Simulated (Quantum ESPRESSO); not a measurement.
## Collinear magnetic orders of YSi2Ir2 with Quantum ESPRESSO

Wanted: the moments of YSi2Ir2 and the energy of each order that was tried.

Program: Quantum ESPRESSO 7.5. Level of theory: LDA; plane waves with GBRV 1.5 LDA potentials, no spin-orbit coupling. Results are calculated unless marked as measured.

The database entry behind the starting cell differs from later determinations by our own check (c about 0.9 % long), so it need not match the best structure at ambient conditions.

## (1) The structure

It takes space group I4/mmm (No. 139, tetragonal). The conventional cell has a = 4.050 Å, b = 4.050 Å, c = 9.905 Å, α = 90.00°, β = 90.00°, γ = 90.00°. Nearest to Y lie 10 Si at 3.12 to 3.71 Å and 8 Ir at 3.20 Å. Si has 4 Ir at 2.37 Å and 1 Si at 2.48 Å and 5 Y at 3.12 to 3.71 Å nearest. Ir has 4 Si at 2.37 Å and 4 Ir at 2.86 Å and 4 Y at 3.20 Å nearest. Farther neighbours are not listed.

The cell comes from the Crystallography Open Database.

## (2) Start 1: ferro ++

The signs are those of the starting moments on the seeded atoms, the atoms that are given a moment.

Contents of pw.in:

```
&CONTROL
  calculation = 'scf'
  prefix = 'pwscf'
  outdir = './tmp'
  pseudo_dir = './pseudo'
  disk_io = 'nowf'
/
&SYSTEM
  ibrav = 0
  nat = 5
  ntyp = 3
  ecutwfc = 40
  ecutrho = 280
  nbnd = 35
  occupations = 'smearing'
  smearing = 'fd'
  degauss = 0.00734986
  nspin = 2
  starting_magnetization(1) = 0
  starting_magnetization(2) = 0
  starting_magnetization(3) = 0.0667
/
&ELECTRONS
  conv_thr = 1d-08
  electron_maxstep = 150
  mixing_beta = 0.3
/
ATOMIC_SPECIES
Y      88.9058 y_lda_v1.4.uspp.F.UPF
Si     28.0850 si_lda_v1.uspp.F.UPF
Ir    192.2170 ir_lda_v1.2.uspp.F.UPF
CELL_PARAMETERS angstrom
  -2.0250000000    2.0250000000    4.9525000000
   2.0250000000   -2.0250000000    4.9525000000
   2.0250000000    2.0250000000   -4.9525000000
ATOMIC_POSITIONS crystal
Y       0.0000000000    0.0000000000    0.0000000000
Si      0.3750000000    0.3750000000    0.0000000000
Si      0.6250000000    0.6250000000    0.0000000000
Ir      0.7500000000    0.2500000000    0.5000000000
Ir      0.2500000000    0.7500000000    0.5000000000
K_POINTS automatic
10 10 10 0 0 0
```

The run is started by

```sh
$ OMP_NUM_THREADS=1 mpirun -n 4 pw.x -nk 4 -in pw.in > pw.out
```

The program printed:

```text
Program PWSCF v.7.5 starts

     Message from routine setup:
     using ibrav=0 with symmetry is DISCOURAGED, use correct ibrav instead

     K-points division:     npool     =       4
     Subspace diagonalization in iterative solution of the eigenvalue problem:

     G-vector sticks info
     --------------------
     sticks:   dense  smooth     PW     G-vecs:    dense   smooth      PW
     Sum        2245    1285    451                43425    18809    3903

     Using Slab Decomposition

     bravais-lattice index     =            0
     lattice parameter (alat)  =      10.8109  a.u.
     unit-cell volume          =     548.1900 (a.u.)^3
     number of atoms/cell      =            5
     number of atomic types    =            3
     number of electrons       =        49.00
     number of Kohn-Sham states=           35
     kinetic-energy cutoff     =      40.0000  Ry
     charge density cutoff     =     280.0000  Ry
     scf convergence threshold =      1.0E-08
     mixing beta               =       0.3000
     number of iterations used =            8  plain     mixing
     Exchange-correlation= SLA  PZ   NOGX NOGC
                           (   1   1   0   0   0   0   0)

     celldm(1)=  10.810903  celldm(2)=   0.000000  celldm(3)=   0.000000
     celldm(4)=   0.000000  celldm(5)=   0.000000  celldm(6)=   0.000000

     crystal axes: (cart. coord. in units of alat)
               a(1) = (  -0.353966   0.353966   0.865688 )
               a(2) = (   0.353966  -0.353966   0.865688 )
               a(3) = (   0.353966   0.353966  -0.865688 )

     reciprocal axes: (cart. coord. in units 2 pi/alat)
               b(1) = ( -0.000000  1.412564  0.577575 )
               b(2) = (  1.412564 -0.000000  0.577575 )
               b(3) = (  1.412564  1.412564  0.000000 )

     PseudoPot. # 1 for Y  read from file:
     y_lda_v1.4.uspp.F.UPF
     Pseudo is Ultrasoft + core correction, Zval = 11.0
     Generated by new atomic code, or converted to UPF format
     Using radial grid of  885 points,  6 beta functions with:
                l(1) =   0
                l(2) =   0
                l(3) =   1
                l(4) =   1
                l(5) =   2
                l(6) =   2
     Q(r) pseudized with  8 coefficients,  rinner =    1.200   1.200   1.200
                                                       1.200   1.200

     PseudoPot. # 2 for Si read from file:
     si_lda_v1.uspp.F.UPF
     Pseudo is Ultrasoft + core correction, Zval =  4.0
     Generated by new atomic code, or converted to UPF format
     Using radial grid of  899 points,  6 beta functions with:
                l(1) =   0
                l(2) =   0
                l(3) =   1
                l(4) =   1
                l(5) =   2
                l(6) =   2
     Q(r) pseudized with  8 coefficients,  rinner =    0.900   0.900   0.900
                                                       0.900   0.900

     PseudoPot. # 3 for Ir read from file:
     ir_lda_v1.2.uspp.F.UPF
     Pseudo is Ultrasoft + core correction, Zval = 15.0
     Generated by new atomic code, or converted to UPF format
     Using radial grid of  983 points,  7 beta functions with:
                l(1) =   0
                l(2) =   0
                l(3) =   1
                l(4) =   1
                l(5) =   1
                l(6) =   2
                l(7) =   2
     Q(r) pseudized with  8 coefficients,  rinner =    1.400   1.400   1.400
                                                       1.400   1.400

     atomic species   valence    mass     pseudopotential
     Y                11.00    88.90580     Y ( 1.00)
     Si                4.00    28.08500     Si( 1.00)
     Ir               15.00   192.21700     Ir( 1.00)

     Starting magnetic structure
     atomic species   magnetization
     Y               0.000
     Si              0.000
     Ir              0.067

     16 Sym. Ops., with inversion, found

   Cartesian axes

     site n.     atom                  positions (alat units)
         1        Y      tau(   1) = (   0.0000000   0.0000000   0.0000000  )
         2        Si     tau(   2) = (  -0.0000000   0.0000000   0.6492660  )
         3        Si     tau(   3) = (   0.0000000  -0.0000000   1.0821100  )
         4        Ir     tau(   4) = (   0.0000000   0.3539663   0.4328440  )
         5        Ir     tau(   5) = (   0.3539663   0.0000000   0.4328440  )

     number of k points=   102  Fermi-Dirac smearing, width (Ry)=  0.0073

     Number of k-points >= 100: set verbosity='high' to print them.

     Dense  grid:    43425 G-vectors     FFT dimensions: (  60,  60,  60)

     Smooth grid:    18809 G-vectors     FFT dimensions: (  45,  45,  45)

     Generating pointlists ...
     new r_m :   0.2250 (alat units)  2.4321 (a.u.) for type    1
     new r_m :   0.1711 (alat units)  1.8502 (a.u.) for type    2
     new r_m :   0.1711 (alat units)  1.8502 (a.u.) for type    3

     Initial potential from superposition of free atoms

     starting charge      47.9950, renormalised to      49.0000

     negative rho (up, down):  3.812E-01 3.333E-01
     Starting wfcs are   45 randomized atomic wfcs

     Self-consistent Calculation

     iteration #  1     ecut=    40.00 Ry     beta= 0.30
     Davidson diagonalization with overlap
     ethr =  1.00E-02,  avg # of iterations =  3.4

     negative rho (up, down):  3.458E-01 3.084E-01

     total energy              =    -475.58803945 Ry
     estimated scf accuracy    <       3.13427381 Ry

     total magnetization       =     0.36 Bohr mag/cell
     absolute magnetization    =     0.51 Bohr mag/cell

     iteration #  2     ecut=    40.00 Ry     beta= 0.30
     Davidson diagonalization with overlap
     ethr =  6.40E-03,  avg # of iterations =  2.0

     negative rho (up, down):  3.421E-01 3.099E-01

     total energy              =    -476.18245587 Ry
     estimated scf accuracy    <       0.67797928 Ry

     total magnetization       =     0.34 Bohr mag/cell
     absolute magnetization    =     0.43 Bohr mag/cell

     iteration #  3     ecut=    40.00 Ry     beta= 0.30
     Davidson diagonalization with overlap
     ethr =  1.38E-03,  avg # of iterations =  1.3

     negative rho (up, down):  3.252E-01 3.062E-01

     total energy              =    -476.25299335 Ry
     estimated scf accuracy    <       0.07197633 Ry

     total magnetization       =     0.10 Bohr mag/cell
     absolute magnetization    =     0.25 Bohr mag/cell

     [... further iterations left out ...]

     iteration #  9     ecut=    40.00 Ry     beta= 0.30
     Davidson diagonalization with overlap
     ethr =  3.15E-08,  avg # of iterations =  2.5

     negative rho (up, down):  3.117E-01 3.117E-01

     total energy              =    -476.26610901 Ry
     estimated scf accuracy    <       0.00000139 Ry

     total magnetization       =     0.00 Bohr mag/cell
     absolute magnetization    =     0.00 Bohr mag/cell

     iteration # 10     ecut=    40.00 Ry     beta= 0.30
     Davidson diagonalization with overlap
     ethr =  2.84E-09,  avg # of iterations =  4.3

     negative rho (up, down):  3.117E-01 3.117E-01

     total energy              =    -476.26610949 Ry
     estimated scf accuracy    <       0.00000016 Ry

     total magnetization       =    -0.00 Bohr mag/cell
     absolute magnetization    =     0.00 Bohr mag/cell

     iteration # 11     ecut=    40.00 Ry     beta= 0.30
     Davidson diagonalization with overlap
     ethr =  3.35E-10,  avg # of iterations =  2.8

     negative rho (up, down):  3.117E-01 3.117E-01

     total energy              =    -476.26610956 Ry
     estimated scf accuracy    <       0.00000001 Ry

     total magnetization       =    -0.00 Bohr mag/cell
     absolute magnetization    =     0.00 Bohr mag/cell

     iteration # 12     ecut=    40.00 Ry     beta= 0.30
     Davidson diagonalization with overlap
     ethr =  2.45E-11,  avg # of iterations =  3.5

     negative rho (up, down):  3.117E-01 3.117E-01

     Magnetic moment per site  (integrated on atomic sphere of radius R)
     atom   1 (R=0.225)  charge=  8.9782  magn= -0.0000
     atom   2 (R=0.171)  charge=  1.9892  magn= -0.0000
     atom   3 (R=0.171)  charge=  1.9892  magn= -0.0000
     atom   4 (R=0.171)  charge= 11.6403  magn=  0.0000
     atom   5 (R=0.171)  charge= 11.6403  magn=  0.0000

     End of self-consistent calculation

     Number of k-points >= 100: set verbosity='high' to print the bands.

     the Fermi energy is    16.1161 ev

!    total energy              =    -476.26610956 Ry
     estimated scf accuracy    <          5.7E-09 Ry
     smearing contrib. (-TS)   =      -0.00395773 Ry
     internal energy E=F+TS    =    -476.26215183 Ry

     The total energy is F=E-TS. E is the sum of the following terms:
     one-electron contribution =    -105.17019914 Ry
     hartree contribution      =      83.45012971 Ry
     xc contribution           =    -137.01723525 Ry
     ewald contribution        =    -317.52484715 Ry

     total magnetization       =    -0.00 Bohr mag/cell
     absolute magnetization    =     0.00 Bohr mag/cell

     convergence has been achieved in  12 iterations

=------------------------------------------------------------------------------=
   JOB DONE.
=------------------------------------------------------------------------------=
```

Run time: 2.3 min. Hardware: 4 MPI ranks of Arm Neoverse V2, shared host; peak memory 0.88 GiB; 9.3 min of CPU time.

The spin moment in the atom's sphere vanishes on all atoms.

Read from the output:

```
smearing term TS       : 0.05385 eV
magnetization          : 0 μB
absolute magnetization : 0 μB
final state            : non-magnetic
```

## (3) Start 2: antiferro q=(0,0,1/2) +−−+

The cell is doubled to 10 atoms to hold this order. The wavevector q is in fractions of the reciprocal vectors of the crystal's primitive cell, as the cells of these inputs are built from it; moments change sign between cells as cos(2π q·R).

Contents of pw.in:

```
&CONTROL
  calculation = 'scf'
  prefix = 'pwscf'
  outdir = './tmp'
  pseudo_dir = './pseudo'
  disk_io = 'nowf'
/
&SYSTEM
  ibrav = 0
  nat = 10
  ntyp = 4
  ecutwfc = 40
  ecutrho = 280
  nbnd = 63
  occupations = 'smearing'
  smearing = 'fd'
  degauss = 0.00734986
  nspin = 2
  starting_magnetization(1) = 0
  starting_magnetization(2) = 0
  starting_magnetization(3) = 0.0667
  starting_magnetization(4) = -0.0667
/
&ELECTRONS
  conv_thr = 2d-08
  electron_maxstep = 150
  mixing_beta = 0.3
/
ATOMIC_SPECIES
Y      88.9058 y_lda_v1.4.uspp.F.UPF
Si     28.0850 si_lda_v1.uspp.F.UPF
Ir1   192.2170 ir_lda_v1.2.uspp.F.UPF
Ir2   192.2170 ir_lda_v1.2.uspp.F.UPF
CELL_PARAMETERS angstrom
  -2.0250000000    2.0250000000    4.9525000000
   2.0250000000   -2.0250000000    4.9525000000
   4.0500000000    4.0500000000   -9.9050000000
ATOMIC_POSITIONS crystal
Y       0.0000000000    0.0000000000    0.0000000000
Y       0.0000000000    0.0000000000    0.5000000000
Si      0.3750000000    0.3750000000    0.0000000000
Si      0.3750000000    0.3750000000    0.5000000000
Si      0.6250000000    0.6250000000    0.0000000000
Si      0.6250000000    0.6250000000    0.5000000000
Ir1     0.7500000000    0.2500000000    0.2500000000
Ir2     0.7500000000    0.2500000000    0.7500000000
Ir2     0.2500000000    0.7500000000    0.2500000000
Ir1     0.2500000000    0.7500000000    0.7500000000
K_POINTS automatic
10 10 5 0 0 0
```

The program printed:

```text
[banner, memory and clock lines left out]
Program PWSCF v.7.5 starts

     Message from routine setup:
     using ibrav=0 with symmetry is DISCOURAGED, use correct ibrav instead

     bravais-lattice index     =            0
     lattice parameter (alat)  =      10.8109  a.u.
     unit-cell volume          =    1096.3801 (a.u.)^3
     number of atoms/cell      =           10
     number of atomic types    =            4
     number of electrons       =        98.00
     number of Kohn-Sham states=           63
     kinetic-energy cutoff     =      40.0000  Ry
     charge density cutoff     =     280.0000  Ry
     scf convergence threshold =      2.0E-08
     mixing beta               =       0.3000
     number of iterations used =            8  plain     mixing
     Exchange-correlation= SLA  PZ   NOGX NOGC
                           (   1   1   0   0   0   0   0)

     celldm(1)=  10.810903  celldm(2)=   0.000000  celldm(3)=   0.000000
     celldm(4)=   0.000000  celldm(5)=   0.000000  celldm(6)=   0.000000

     crystal axes: (cart. coord. in units of alat)
               a(1) = (  -0.353966   0.353966   0.865688 )
               a(2) = (   0.353966  -0.353966   0.865688 )
               a(3) = (   0.707933   0.707933  -1.731376 )

     reciprocal axes: (cart. coord. in units 2 pi/alat)
               b(1) = ( -0.000000  1.412564  0.577575 )
               b(2) = (  1.412564 -0.000000  0.577575 )
               b(3) = (  0.706282  0.706282  0.000000 )

     PseudoPot. # 1 for Y  read from file:
     y_lda_v1.4.uspp.F.UPF
     Pseudo is Ultrasoft + core correction, Zval = 11.0

     PseudoPot. # 2 for Si read from file:
     si_lda_v1.uspp.F.UPF
     Pseudo is Ultrasoft + core correction, Zval =  4.0

     PseudoPot. # 3 for Ir read from file:
     ir_lda_v1.2.uspp.F.UPF
     Pseudo is Ultrasoft + core correction, Zval = 15.0

     PseudoPot. # 4 for Ir read from file:
     ir_lda_v1.2.uspp.F.UPF
     Pseudo is Ultrasoft + core correction, Zval = 15.0

     atomic species   valence    mass     pseudopotential
     Y                11.00    88.90580     Y ( 1.00)
     Si                4.00    28.08500     Si( 1.00)
     Ir1              15.00   192.21700     Ir( 1.00)
     Ir2              15.00   192.21700     Ir( 1.00)

     Starting magnetic structure
     atomic species   magnetization
     Y               0.000
     Si              0.000
     Ir1             0.067
     Ir2            -0.067

      8 Sym. Ops., with inversion, found ( 4 have fractional translation)

   Cartesian axes

     site n.     atom                  positions (alat units)
         1        Y      tau(   1) = (   0.0000000   0.0000000   0.0000000  )
         2        Y      tau(   2) = (   0.3539663   0.3539663  -0.8656880  )
         3        Si     tau(   3) = (  -0.0000000   0.0000000   0.6492660  )
         4        Si     tau(   4) = (   0.3539663   0.3539663  -0.2164220  )
         5        Si     tau(   5) = (   0.0000000  -0.0000000   1.0821100  )
         6        Si     tau(   6) = (   0.3539663   0.3539663   0.2164220  )
         7        Ir1    tau(   7) = (   0.0000000   0.3539663   0.4328440  )
         8        Ir2    tau(   8) = (   0.3539663   0.7079326  -0.4328440  )
         9        Ir2    tau(   9) = (   0.3539663   0.0000000   0.4328440  )
        10        Ir1    tau(  10) = (   0.7079326   0.3539663  -0.4328440  )

     number of k points=    93  Fermi-Dirac smearing, width (Ry)=  0.0073
                       cart. coord. in units 2pi/alat
        k(    1) = (   0.0000000   0.0000000   0.0000000), wk =   0.0020000
        k(    2) = (   0.1412564   0.1412564   0.0000000), wk =   0.0040000
        k(    3) = (   0.2825128   0.2825128   0.0000000), wk =   0.0040000
        k(    4) = (   0.1412564  -0.0000000   0.0577575), wk =   0.0160000
        k(    5) = (   0.2825128   0.1412564   0.0577575), wk =   0.0160000
        [... 88 further k-points ...]

     Dense  grid:    86777 G-vectors     FFT dimensions: (  60,  60, 120)

     Smooth grid:    37595 G-vectors     FFT dimensions: (  45,  45,  90)

     Generating pointlists ...
     new r_m :   0.2250 (alat units)  2.4321 (a.u.) for type    1
     new r_m :   0.1711 (alat units)  1.8502 (a.u.) for type    2
     new r_m :   0.1711 (alat units)  1.8502 (a.u.) for type    3
     new r_m :   0.1711 (alat units)  1.8502 (a.u.) for type    4

     Initial potential from superposition of free atoms

     starting charge      95.9899, renormalised to      98.0000

     negative rho (up, down):  7.145E-01 7.145E-01
     Starting wfcs are   90 randomized atomic wfcs

     Self-consistent Calculation

     iteration #  1     ecut=    40.00 Ry     beta= 0.30
     Davidson diagonalization with overlap
     ethr =  1.00E-02,  avg # of iterations =  2.3

     negative rho (up, down):  6.549E-01 6.549E-01

     total energy              =    -951.24891476 Ry
     estimated scf accuracy    <       6.08915227 Ry

     total magnetization       =     0.00 Bohr mag/cell
     absolute magnetization    =     1.03 Bohr mag/cell

     iteration #  2     ecut=    40.00 Ry     beta= 0.30
     Davidson diagonalization with overlap
     ethr =  6.21E-03,  avg # of iterations =  2.0

     negative rho (up, down):  6.507E-01 6.507E-01

     total energy              =    -952.40930278 Ry
     estimated scf accuracy    <       1.09816580 Ry

     total magnetization       =     0.00 Bohr mag/cell
     absolute magnetization    =     0.82 Bohr mag/cell

     [... further iterations left out ...]

     iteration # 13     ecut=    40.00 Ry     beta= 0.30
     Davidson diagonalization with overlap
     ethr =  5.27E-11,  avg # of iterations =  4.1

     negative rho (up, down):  6.234E-01 6.234E-01

     total energy              =    -952.53221913 Ry
     estimated scf accuracy    <       0.00000004 Ry

     total magnetization       =    -0.00 Bohr mag/cell
     absolute magnetization    =     0.00 Bohr mag/cell

     iteration # 14     ecut=    40.00 Ry     beta= 0.30
     Davidson diagonalization with overlap
     ethr =  3.81E-11,  avg # of iterations =  2.5

     negative rho (up, down):  6.234E-01 6.234E-01

     Magnetic moment per site  (integrated on atomic sphere of radius R)
     atom   1 (R=0.225)  charge=  8.9782  magn=  0.0000
     atom   2 (R=0.225)  charge=  8.9782  magn=  0.0000
     atom   3 (R=0.171)  charge=  1.9892  magn=  0.0000
     atom   4 (R=0.171)  charge=  1.9892  magn=  0.0000
     atom   5 (R=0.171)  charge=  1.9892  magn=  0.0000
     atom   6 (R=0.171)  charge=  1.9892  magn=  0.0000
     atom   7 (R=0.171)  charge= 11.6404  magn=  0.0000
     atom   8 (R=0.171)  charge= 11.6403  magn= -0.0000
     atom   9 (R=0.171)  charge= 11.6403  magn= -0.0000
     atom  10 (R=0.171)  charge= 11.6404  magn=  0.0000

     End of self-consistent calculation

     Number of k-points >= 100: set verbosity='high' to print the bands.

     the Fermi energy is    16.1161 ev

!    total energy              =    -952.53221913 Ry
     estimated scf accuracy    <          2.2E-09 Ry
     smearing contrib. (-TS)   =      -0.00791533 Ry
     internal energy E=F+TS    =    -952.52430380 Ry

     The total energy is F=E-TS. E is the sum of the following terms:
     one-electron contribution =    -210.34109548 Ry
     hartree contribution      =     166.90100973 Ry
     xc contribution           =    -274.03452376 Ry
     ewald contribution        =    -635.04969430 Ry

     total magnetization       =    -0.00 Bohr mag/cell
     absolute magnetization    =     0.00 Bohr mag/cell

     convergence has been achieved in  14 iterations
```

Wall time 11 min (4 MPI ranks); peak memory 1.7 GiB.

The spin moment in the atom's sphere vanishes on all atoms.

Numbers from this step:

```
smearing term TS       : 0.1077 eV
magnetization          : 0 μB
absolute magnetization : 0 μB
final state            : non-magnetic
```

(Continued in part 2 of 2.)

[Logs and program files are shortened in this print: banners, set-up blocks, solver, clock and traceback lines can be left out without a mark of their own.]

[Logs are printed without paths, hosts, clocks, repeated set-up lines and the standing remarks that a program may print on its own settings, such as how far it seeks lower states.]

[Hosts, paths, dates, database ids (printed as entryN), source tags and the programs' standing remarks are cut or masked in the printed files.]

[Where a cell is said to come from a database of computed structures, the database is the Materials Project.]
